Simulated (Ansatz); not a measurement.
# Structural relaxation of h-BP hexagonal flake, H-capped, Sb on P sites (36 atoms)

Aim: bring h-BP hexagonal flake, H-capped, Sb on P sites (36 atoms) to a nearby minimum of the energy and see what moves.

Program: Ansatz 0.2.0. Level of theory: Kohn-Sham DFT, PBE, PAW (set soft_2), plane waves. Results are calculated unless marked as measured.

## 1. Set-up

The cell holds 36 atoms: 9 P, 12 B, 3 Sb and 12 H. Cell: a = 21.876 Å, b = 22.090 Å, c = 10.000 Å, α = 90.0°, β = 90.0°, γ = 90.0°. It derives from BP (h-BP). h-BP (a = 3.21 Å), rectangular cell with x along the armchair direction; hexagon of inner radius 6 Å, edges capped with H, 10 Å of vacuum, 3 of 12 P replaced by Sb at random; not relaxed, displaced by a Gaussian of 0.02 Å. Regions: sheet, 24 atoms (9 P, 12 B and 3 Sb); hydrogen, 12 atoms (12 H). Vacuum lies along a, b and c.

Limits known from the start: The main run has no spin polarisation, so any moments at edges, vacancies or dangling bonds can't form in it. The levels lack spin–orbit coupling, which is large for the heavy elements here.

## 2. Single point at the start

A single point comes first, to see the forces before anything moves.

File input.yaml:

```yaml
crystal:
  lattice:
    - [21.87647, 0.0, 0.0]
    - [0.0, 22.08951, 0.0]
    - [0.0, 0.0, 10.0]
  atoms:
    - { symbol: P, position: [0.45338, 0.28127, 0.5002] }
    - { symbol: B, position: [0.28108, 0.42743, 0.49982] }
    - { symbol: Sb, position: [0.32587, 0.35657, 0.5007] }
    - { symbol: B, position: [0.40989, 0.35621, 0.49958] }
    - { symbol: P, position: [0.45194, 0.42619, 0.49955] }
    - { symbol: B, position: [0.28324, 0.57318, 0.50004] }
    - { symbol: P, position: [0.32583, 0.49927, 0.50246] }
    - { symbol: B, position: [0.41071, 0.49751, 0.49891] }
    - { symbol: Sb, position: [0.4525, 0.57429, 0.50203] }
    - { symbol: P, position: [0.32543, 0.64575, 0.5035] }
    - { symbol: B, position: [0.40847, 0.64455, 0.50015] }
    - { symbol: P, position: [0.45279, 0.71839, 0.50071] }
    - { symbol: B, position: [0.53717, 0.28292, 0.50077] }
    - { symbol: B, position: [0.53681, 0.42822, 0.50179] }
    - { symbol: Sb, position: [0.57991, 0.35351, 0.50018] }
    - { symbol: B, position: [0.66433, 0.35412, 0.50425] }
    - { symbol: P, position: [0.70623, 0.42743, 0.50099] }
    - { symbol: B, position: [0.53805, 0.57061, 0.50284] }
    - { symbol: P, position: [0.5792, 0.50157, 0.49752] }
    - { symbol: B, position: [0.66295, 0.50059, 0.5014] }
    - { symbol: P, position: [0.70581, 0.57317, 0.49879] }
    - { symbol: B, position: [0.53592, 0.71821, 0.49759] }
    - { symbol: P, position: [0.57913, 0.6458, 0.50369] }
    - { symbol: B, position: [0.6652, 0.64469, 0.49968] }
    - { symbol: H, position: [0.41953, 0.22632, 0.50117] }
    - { symbol: H, position: [0.22867, 0.42715, 0.49932] }
    - { symbol: H, position: [0.29175, 0.29855, 0.49971] }
    - { symbol: H, position: [0.22848, 0.57128, 0.49835] }
    - { symbol: H, position: [0.29243, 0.70234, 0.50052] }
    - { symbol: H, position: [0.42219, 0.77364, 0.49765] }
    - { symbol: H, position: [0.56363, 0.23489, 0.49973] }
    - { symbol: H, position: [0.69158, 0.30823, 0.50085] }
    - { symbol: H, position: [0.77153, 0.42821, 0.50125] }
    - { symbol: H, position: [0.77051, 0.57347, 0.49971] }
    - { symbol: H, position: [0.56448, 0.76693, 0.50079] }
    - { symbol: H, position: [0.69377, 0.68978, 0.49557] }
kpoints:
  mp_grid: { grid: [1, 1, 1] }
hamiltonian:
  xc: pbe
scf:
  occupations: { method: gaussian, width: 0.025 }
output:
  forces: true
  populations: true
  dos:
    method: { smearing: { sigma: 0.08 } }
    de: 0.1
    projected:
      site_lists:
        B: [B]
        H: [H]
        P: [P]
        Sb: [Sb]
        sheet: [0, 1, 2, 3, 4, 5, 6, 7, 8, 9, 10, 11, 12, 13, 14, 15, 16, 17, 18, 19, 20, 21, 22, 23]
        hydrogen: [24, 25, 26, 27, 28, 29, 30, 31, 32, 33, 34, 35]
  eigenvalues: true
```

Command:

```sh
> ansatz run input.yaml --threads 4 --pin off --max-ram 8192MiB --backend cpu --events-out ev --progress --plain --runs-dir out
```

Numbers of over 12 decimals in the logs are rounded to 6 here.

Output:

```text
Engine: ansatz 0.2.0, x86_64-unknown-linux-gnu
Pseudopotentials: kind: paw
Pseudopotential: P, paw, valence charge 5, recommended cutoff 420 eV (normal), P.paw.azcp
Pseudopotential: B, paw, valence charge 3, recommended cutoff 420 eV (normal), B.paw.azcp
Pseudopotential: Sb, paw, valence charge 15, recommended cutoff 420 eV (normal), Sb.paw.azcp
Pseudopotential: H, paw, valence charge 1, recommended cutoff 420 eV (normal), H.paw.azcp
Functional definition: PBE
  parameter kappa = 0.804
  parameter beta = 0.066725
  exchange = pbe_x(kappa = kappa, mu = beta*pi^2/3)
  correlation = pbe_c(beta = beta)
Crystal: 36 atoms, lattice volume = 4832.405 Å³
Basis set: ecut = 420 eV, 94457 PW (Γ), exchange–correlation on 300×300×144 points (8 copies of the dense FFT grid, shifted against one another)
Bands: 105, of which v1, the nominal top of the filled ones, is band 69 counted from 1 (68 counted from 0)
Symmetry: 1 space group operations
Space group: P1 (ITA 1), of the structure as read, at distance tolerance 1.7e-4 Å
k-points: 1
Non-local potential: P, projectors of the file, l = 0: 2, l = 1: 2, l = 2: 2
Non-local potential: B, projectors of the file, l = 0: 2, l = 1: 2, l = 2: 1
Non-local potential: Sb, projectors of the file, l = 0: 2, l = 1: 2, l = 2: 2, l = 3: 2
Non-local potential: H, projectors of the file, l = 0: 2, l = 1: 1
PAW form: soft (Blöchl's): semilocal exchange-correlation on the pseudo side does not see the compensation charge
PAW one-centre angular grid: P, 110 points (default); XC on 64 Gauss nodes
PAW one-centre angular grid: B, 110 points (default); XC on 64 Gauss nodes
PAW one-centre angular grid: Sb, 590 points (default); XC on 64 Gauss nodes
PAW one-centre angular grid: H, 110 points (default); XC on 64 Gauss nodes
Initial density: superposition of atomic densities (neutral atoms: chi_scale 0, normalization atom), corrected by the library's trained network
Initial wavefunctions: pseudopotential atomic-orbital guess
Functional: x = pbe(κ = 0.804, μ = 0.219515), c = pbe(β = 0.066725)
SCF iter   1: F=—  HF=-28301.658774 eV  |F-HF|=—  |Δ(HF+E_count)|=         —  Δρ=1.24e-3  dr2=2.24e-1  ethr=1.77e-3  ⟨swp⟩=10.0  Hψ=675  notcnv=0  defer=19
preconditioner: auto → Resta (q_TF=auto, 1.508 Å⁻¹)  ε∞=1.3  [insulator: Δε(μ)=1.841 eV  Ē_g=9.824 eV  σ=0.025 eV  W_gap=1.00  n_scr=276 (ndim 8)  ℏωp=5.6 eV  f_vac=0.824  D(μ)=0.00/eV (n_scr^D=0)  ε∞_Penn≈1.3  vacuum switching on, ρ_ref=7.0e-3 e/Å³]
SCF iter   2: F=—  HF=-28301.657205 eV  |F-HF|=—  |Δ(HF+E_count)|=   1.57e-3  Δρ=8.07e-4  dr2=8.95e-2  ethr=1.62e-4  ⟨swp⟩=5.0  Hψ=235  notcnv=0  defer=30
SCF iter   3: F=—  HF=-28301.649260 eV  |F-HF|=—  |Δ(HF+E_count)|=   7.95e-3  Δρ=3.60e-4  dr2=1.22e-2  ethr=6.48e-5  ⟨swp⟩=3.0  Hψ=128  notcnv=0  defer=30
SCF iter   4: F=—  HF=-28301.655858 eV  |F-HF|=—  |Δ(HF+E_count)|=   6.60e-3  Δρ=1.61e-4  dr2=3.09e-3  ethr=8.86e-6  ⟨swp⟩=2.0  Hψ=120  notcnv=0  defer=30
SCF iter   5: F=—  HF=-28301.657254 eV  |F-HF|=—  |Δ(HF+E_count)|=   1.40e-3  Δρ=5.69e-5  dr2=2.86e-4  ethr=2.24e-6  ⟨swp⟩=2.0  Hψ=117  notcnv=0  defer=30
SCF iter   6: F=—  HF=-28301.657573 eV  |F-HF|=—  |Δ(HF+E_count)|=   3.20e-4  Δρ=2.40e-5  dr2=3.05e-5  ethr=2.07e-7  ⟨swp⟩=3.0  Hψ=167  notcnv=0  defer=30
SCF iter   7: F=—  HF=-28301.657787 eV  |F-HF|=—  |Δ(HF+E_count)|=   2.13e-4  Δρ=9.19e-6  dr2=6.86e-6  ethr=2.21e-8  ⟨swp⟩=2.0  Hψ=138  notcnv=0  defer=30
SCF iter   8: F=—  HF=-28301.657789 eV  |F-HF|=—  |Δ(HF+E_count)|=   1.96e-6  Δρ=3.33e-6  dr2=9.47e-7  ethr=4.97e-9  ⟨swp⟩=2.0  Hψ=116  notcnv=0  defer=30
SCF iter   9: F=—  HF=-28301.657789 eV  |F-HF|=—  |Δ(HF+E_count)|=   6.03e-7  Δρ=1.50e-6  dr2=1.60e-7  ethr=6.86e-10  ⟨swp⟩=2.0  Hψ=116  notcnv=0  defer=30
SCF iter  10: F=-28301.657790 eV  HF=-28301.657790 eV  |F-HF|=2.92e-7  |Δ(HF+E_count)|=   3.73e-7  Δρ=6.90e-7  dr2=2.21e-8  ethr=7.25e-11  ⟨swp⟩=35.0  Hψ=1103  notcnv=0
SCF 1 converged in 10 iterations: F = -28301.657790 eV  dr2 = 2.21e-8
  greatest PAW one-centre occupation: 0.997 electrons in one spin orbital (limit 2), on the Sb atom at site 14 (counted from 0), in its partial waves of l = 2
SCF converged after 10 iterations
Free energy (F): -28301.657790 eV
Harris-Foulkes:  -28301.657790 eV  (|F-HF|=2.92e-7)
Internal energy: -28301.657790 eV  (E = F + TS)
E sigma→0 (E₀):  -28301.657790 eV
Fermi energy:    -3.224927 eV
--- Per-component energies (eV) ---
  E_band       = -2006.673842
  E_kinetic    = 2029.258794
  E_local      = -39087.157359  (includes V_loc(G=0)·N_el)
  E_nonlocal   = 1574.601885
  E_hartree    = 18259.204007
  E_xc         = -1461.272720
  E_vxc        = -1428.838823  (∫ρ·V_xc dr)
  E_paw        = -19814.136871  (= ΣΔE_a)
  E_vpaw       = -1612.935847  (= ΣTr[D̂ρ^β])
  E_aug_tail   = -0.015213  (compensation charges beyond the density's cutoff)
  E_ewald      = 10197.859686
  E_smearing   = -0.000000  (= −TS)
  E_closure    = -0.000000  (closes the sum)
  Σ components = -28301.657790   (vs F -28301.657790, Δ=0.00e0)
--- Forces (eV/Å), atoms counted from 1 ---
  atom   1  P      0.48795608     1.10041946    -0.00608405
  atom   2  B     -2.47151155     5.82739644    -0.00705698
  atom   3  Sb    -1.92212377    -1.32626651     0.08748822
  atom   4  B      7.38368906    -2.40875410    -0.00507358
  atom   5  P      1.00395669     0.64877031     0.00567897
  atom   6  B      0.09949433     0.25773446     0.02551229
  atom   7  P     -0.47691379     0.19021442    -0.09791576
  atom   8  B     -3.11034033    -3.54640565     0.02855452
  atom   9  Sb     0.12275966    -2.96160763     0.08816845
  atom  10  P     -0.97226015    -0.53827981    -0.02216589
  atom  11  B     -3.66861957     8.35699264    -0.04267266
  atom  12  P      0.20880910    -1.24965496     0.00083789
  atom  13  B     -4.76964523    -8.36438051    -0.00749572
  atom  14  B     -2.67729910     4.92824645    -0.06755958
[...]
atom  35  H     -0.46766345    -0.86612758    -0.09579823
  atom  36  H      0.16048509     0.46894668     0.02244072
  max |Σ_I F_I| component: 3.51e-5 eV/Å
--- Band table (eV) ---
  k-point 0: bands = ["-32.7389", "-32.7245", "-32.5931", "-32.5828", [... 89 levels ...], "1.0459", "1.0964", "1.1515", "1.1894", "1.2141", "1.2629", "1.2736", "1.4311", "1.4429", "1.4883", "1.5365", "1.6212"]
--- Löwdin populations: 36 sites ---
  site symbol       q [e]
     0      P      4.4954
     1      B      3.6857
     2     Sb     13.9204
[...]
35      H      0.8941
  spilling = 0.012400 (of n_electrons = 138.000000)
```

Elapsed: 24 s, on 4 threads of Intel Xeon Platinum 8259CL at 2.50GHz (Skylake/Cascade Lake), shared host; peak memory 2.9 GiB.

Numbers from this run:

```
free energy                                      : -28301.6578 eV
free energy per atom                             : -786.1572 eV/atom
SCF cycles                                       : 10
r.m.s. force component                           : 2.143 eV/Å
longest force                                    : 9.629 eV/Å
Fermi energy                                     : -3.225 eV
gap (highest filled to lowest empty level) : 1.844 eV
spilling of the projection                       : 0.0124
```

The r.m.s. force component of 2.1 eV/Å sets the starting point.

Length of the force by element:

```csv
element,coordination,atoms,mean length of the force (eV/Å),spread,least,most
B,all,12,5.07,3.27,0.277,9.63
H,all,12,0.856,1.25,0.0829,4.84
P,all,9,1.02,0.316,0.523,1.56
Sb,all,3,2.62,0.261,2.34,2.97
```

## 3. Relaxation

With the cell held, the atoms are moved downhill towards a nearby minimum.

input.yaml, the sections that differ from step 2:

```yaml
output:
  forces: true
relax:
  f_tol: 0.03
  max_steps: 200
# crystal, kpoints, hamiltonian, scf: as in step 2
```

Output:

```text
[...]
Crystal: 36 atoms, lattice volume = 4832.405 Å³
Basis set: ecut = 420 eV, 94457 PW (Γ), exchange–correlation on 300×300×144 points (8 copies of the dense FFT grid, shifted against one another)
Bands: 105, of which v1, the nominal top of the filled ones, is band 69 counted from 1 (68 counted from 0)
Symmetry: 1 space group operations
[...]
k-points: 1
[...]
SCF iter   1: F=—  HF=-28301.658774 eV  |F-HF|=—  |Δ(HF+E_count)|=         —  Δρ=1.24e-3  dr2=2.24e-1  ethr=1.77e-3  ⟨swp⟩=10.0  Hψ=675  notcnv=0  defer=19
[...]
SCF iter   7: F=-28301.657786 eV  HF=-28301.657787 eV  |F-HF|=3.72e-7  |Δ(HF+E_count)|=   4.96e-5  Δρ=9.19e-6  dr2=6.93e-6  ethr=1.63e-8  ⟨swp⟩=5.0  Hψ=325  notcnv=0
SCF 1 converged in 7 iterations: F = -28301.657786 eV  dr2 = 6.93e-6
[...]
relax step   1: F+E_penalty+E_count = -28301.65778637 eV  Δ(F+E_penalty+E_count) = +0.000e0 eV  max|allowed force component| = 8.364e0 eV/Å  Δτ_max = 0.0000 Å  (7 SCF iters, dr2 threshold 2.25e-5 eV, accepted)
[...]
relax step   2: F+E_penalty+E_count = -28307.49377214 eV  Δ(F+E_penalty+E_count) = -5.836e0 eV  max|allowed force component| = 3.008e0 eV/Å  Δτ_max = 0.1947 Å  (7 SCF iters, dr2 threshold 1.00e-4 eV, accepted)
[...]
relax step   3: F+E_penalty+E_count = -28309.19747383 eV  Δ(F+E_penalty+E_count) = -1.704e0 eV  max|allowed force component| = 6.029e-1 eV/Å  Δτ_max = 0.1961 Å  (7 SCF iters, dr2 threshold 1.00e-4 eV, accepted)
relax step   4: F+E_penalty+E_count = -28309.44733083 eV  Δ(F+E_penalty+E_count) = -2.499e-1 eV  max|allowed force component| = 2.777e-1 eV/Å  Δτ_max = 0.2000 Å  (7 SCF iters, dr2 threshold 2.27e-5 eV, accepted)
relax step   5: F+E_penalty+E_count = -28309.55226278 eV  Δ(F+E_penalty+E_count) = -1.049e-1 eV  max|allowed force component| = 4.179e-1 eV/Å  Δτ_max = 0.1962 Å  (7 SCF iters, dr2 threshold 4.82e-6 eV, accepted)
relax step   6: F+E_penalty+E_count = -28309.62652128 eV  Δ(F+E_penalty+E_count) = -7.426e-2 eV  max|allowed force component| = 4.324e-1 eV/Å  Δτ_max = 0.1955 Å  (6 SCF iters, dr2 threshold 3.71e-5 eV, accepted)
relax step   7: F+E_penalty+E_count = -28309.68275881 eV  Δ(F+E_penalty+E_count) = -5.624e-2 eV  max|allowed force component| = 1.497e-1 eV/Å  Δτ_max = 0.2000 Å  (6 SCF iters, dr2 threshold 1.00e-4 eV, accepted)
relax step   8: F+E_penalty+E_count = -28309.71357034 eV  Δ(F+E_penalty+E_count) = -3.081e-2 eV  max|allowed force component| = 1.859e-1 eV/Å  Δτ_max = 0.1956 Å  (8 SCF iters, dr2 threshold 2.69e-6 eV, accepted)
relax step   9: F+E_penalty+E_count = -28309.73572021 eV  Δ(F+E_penalty+E_count) = -2.215e-2 eV  max|allowed force component| = 1.183e-1 eV/Å  Δτ_max = 0.1924 Å  (8 SCF iters, dr2 threshold 4.14e-6 eV, accepted)
relax step  10: F+E_penalty+E_count = -28309.75138682 eV  Δ(F+E_penalty+E_count) = -1.567e-2 eV  max|allowed force component| = 1.405e-1 eV/Å  Δτ_max = 0.1950 Å  (8 SCF iters, dr2 threshold 5.66e-6 eV, accepted)
relax step  11: F+E_penalty+E_count = -28309.76406277 eV  Δ(F+E_penalty+E_count) = -1.268e-2 eV  max|allowed force component| = 1.636e-1 eV/Å  Δτ_max = 0.1533 Å  (7 SCF iters, dr2 threshold 7.99e-6 eV, accepted)
relax step  12: F+E_penalty+E_count = -28309.78074704 eV  Δ(F+E_penalty+E_count) = -1.668e-2 eV  max|allowed force component| = 2.348e-1 eV/Å  Δτ_max = 0.0609 Å  (6 SCF iters, dr2 threshold 2.68e-5 eV, accepted)
relax step  13: F+E_penalty+E_count = -28309.81414832 eV  Δ(F+E_penalty+E_count) = -3.340e-2 eV  max|allowed force component| = 1.063e-1 eV/Å  Δτ_max = 0.2000 Å  (6 SCF iters, dr2 threshold 5.51e-5 eV, accepted)
relax step  14: F+E_penalty+E_count = -28309.82653529 eV  Δ(F+E_penalty+E_count) = -1.239e-2 eV  max|allowed force component| = 3.338e-1 eV/Å  Δτ_max = 0.1951 Å  (8 SCF iters, dr2 threshold 2.32e-6 eV, accepted)
relax step  15: F+E_penalty+E_count = -28309.83789264 eV  Δ(F+E_penalty+E_count) = -1.136e-2 eV  max|allowed force component| = 2.201e-1 eV/Å  Δτ_max = 0.0511 Å  (6 SCF iters, dr2 threshold 2.28e-5 eV, accepted)
relax step  16: F+E_penalty+E_count = -28309.84733815 eV  Δ(F+E_penalty+E_count) = -9.446e-3 eV  max|allowed force component| = 8.934e-2 eV/Å  Δτ_max = 0.1114 Å  (6 SCF iters, dr2 threshold 2.10e-5 eV, accepted)
relax step  17: F+E_penalty+E_count = -28309.85210695 eV  Δ(F+E_penalty+E_count) = -4.769e-3 eV  max|allowed force component| = 4.687e-2 eV/Å  Δτ_max = 0.0612 Å  (7 SCF iters, dr2 threshold 1.32e-6 eV, accepted)
relax step  18: F+E_penalty+E_count = -28309.85323776 eV  Δ(F+E_penalty+E_count) = -1.131e-3 eV  max|allowed force component| = 6.757e-2 eV/Å  Δτ_max = 0.0380 Å  (8 SCF iters, accepted)
relax step  19: F+E_penalty+E_count = -28309.85532156 eV  Δ(F+E_penalty+E_count) = -2.084e-3 eV  max|allowed force component| = 3.725e-2 eV/Å  Δτ_max = 0.0493 Å  (7 SCF iters, dr2 threshold 1.26e-6 eV, accepted)
[...]
relax step  20: F+E_penalty+E_count = -28309.85578416 eV  Δ(F+E_penalty+E_count) = -4.626e-4 eV  max|allowed force component| = 6.489e-3 eV/Å  Δτ_max = 0.0144 Å  (7 SCF iters, accepted)
SCF converged after 7 iterations
Free energy (F): -28309.855784 eV
[...]
Internal energy: -28309.855784 eV  (E = F + TS)
E sigma→0 (E₀):  -28309.855784 eV
Fermi energy:    -3.475923 eV
[...]
--- Forces (eV/Å), atoms counted from 1 ---
  atom   1  P      0.00362562    -0.00213005     0.00046797
  atom   2  B      0.00440359    -0.00628089     0.00224123
  atom   3  Sb    -0.00168061     0.00042873    -0.00361137
  atom   4  B      0.00087868     0.00326431     0.00048739
  atom   5  P     -0.00169615     0.00302803     0.00161473
  atom   6  B     -0.00036447     0.00332423     0.00276594
  atom   7  P     -0.00510703     0.00001958     0.00032629
  atom   8  B      0.00575986    -0.00167536     0.00136198
  atom   9  Sb    -0.00561556     0.00060291     0.00008191
  atom  10  P      0.00244317     0.00648982    -0.00092000
  atom  11  B      0.00310072    -0.00179112     0.00084916
  atom  12  P     -0.00455753    -0.00343850     0.00134426
  atom  13  B     -0.00176923    -0.00336524    -0.00242967
  atom  14  B     -0.00190541    -0.00185271     0.00055834
[...]
atom  35  H     -0.00236561    -0.00079648    -0.00085132
  atom  36  H     -0.00051614     0.00051280    -0.00181801
  max |Σ_I F_I| component: 8.08e-5 eV/Å
--- Relaxed structure (20 steps of the walk, 20 accepted, 0 SCFs on fresh bases) ---
  F+E_penalty+E_count = -28309.85578416 eV   max|allowed force component| = 6.489e-3 eV/Å
  atoms:
    - { symbol: P, position: [0.452658, 0.280007, 0.496845] }
    - { symbol: B, position: [0.275986, 0.431929, 0.481702] }
    - { symbol: Sb, position: [0.310291, 0.344439, 0.554907] }
    - { symbol: B, position: [0.411333, 0.350907, 0.528848] }
[...]
- { symbol: H, position: [0.690919, 0.691558, 0.449369] }
```

Elapsed: 3.3 min, on 4 threads; peak memory 2.9 GiB.

The steps of the relaxation:

```csv
step,energy less that of the first step (eV),largest force component (eV/Å)
1,0.0000,8.3642
2,-5.8360,3.0083
3,-7.5397,0.6029
4,-7.7895,0.2777
5,-7.8945,0.4179
6,-7.9687,0.4324
7,-8.0250,0.1497
8,-8.0558,0.1859
9,-8.0779,0.1183
10,-8.0936,0.1405
11,-8.1063,0.1636
12,-8.1230,0.2348
13,-8.1564,0.1063
14,-8.1687,0.3338
15,-8.1801,0.2201
16,-8.1896,0.0893
17,-8.1943,0.0469
18,-8.1955,0.0676
19,-8.1975,0.0372
20,-8.1980,0.0065
```

The atoms that moved most (Å):

```csv
atom,dx,dy,dz,length
Sb9,-0.087,0.063,1.318,1.322
H27,0.014,-0.017,-0.765,0.765
Sb3,-0.341,-0.268,0.542,0.694
H33,-0.050,0.282,-0.611,0.675
B8,-0.153,-0.068,0.653,0.675
Sb15,0.167,-0.199,0.616,0.669
H26,-0.077,0.214,-0.603,0.645
B18,0.114,0.100,0.616,0.635
```

Final coordinates:

```xyz
36
Lattice="21.8765 0.0000 0.0000 0.0000 22.0895 0.0000 0.0000 0.0000 10.0000" Properties=species:S:1:pos:R:3
P     9.9026    6.1853    4.9685
B     6.0377    9.5411    4.8170
Sb    6.7880    7.6085    5.5491
B     8.9984    7.7514    5.2885
P     9.8606    9.3648    5.6242
B     6.2514   12.7037    4.8072
P     7.0274   11.0492    5.1873
B     8.8320   10.9215    5.6425
Sb    9.8125   12.7492    6.3381
P     7.0427   14.3317    5.1202
B     8.8633   14.4825    5.3663
P     9.9289   15.9855    5.2370
B    11.6960    5.9165    4.9267
B    11.7313    9.4753    5.5997
Sb   12.8537    7.6096    5.6182
B    14.8793    7.8263    4.8691
P    15.5349    9.5120    4.9255
B    11.8846   12.7046    5.6448
P    12.7253   11.0569    5.5799
B    14.5452   11.0600    5.1521
P    15.4115   12.7030    5.0732
B    11.7439   15.8521    4.9442
P    12.7288   14.3074    5.2612
B    14.5314   14.2864    4.8214
H     9.0674    5.0934    4.6353
H     4.9250    9.6498    4.3900
H     6.3962    6.5778    4.2321
H     5.1283   12.6924    4.3934
H     6.4315   15.3920    4.4071
H     9.3550   17.0571    4.5096
H    12.2036    4.8710    4.6552
H    15.5435    6.8778    4.5802
H    16.8287    9.7413    4.4013
H    16.6924   12.6189    4.4805
H    12.3307   16.8287    4.5777
H    15.1149   15.2762    4.4937
```

The relaxation changed the energy by -228 meV/atom, and atoms moved by 0.51 Å r.m.s., 1.3 Å at most.

(Continued in part 2 of 2.)

[Logs are printed without paths, hosts, clocks, repeated set-up lines and the standing remarks that a program may print on its own settings, such as how far it seeks lower states.]

[Hosts, paths, dates, database ids (printed as entryN), source tags and the programs' standing remarks are cut or masked in the printed files.]
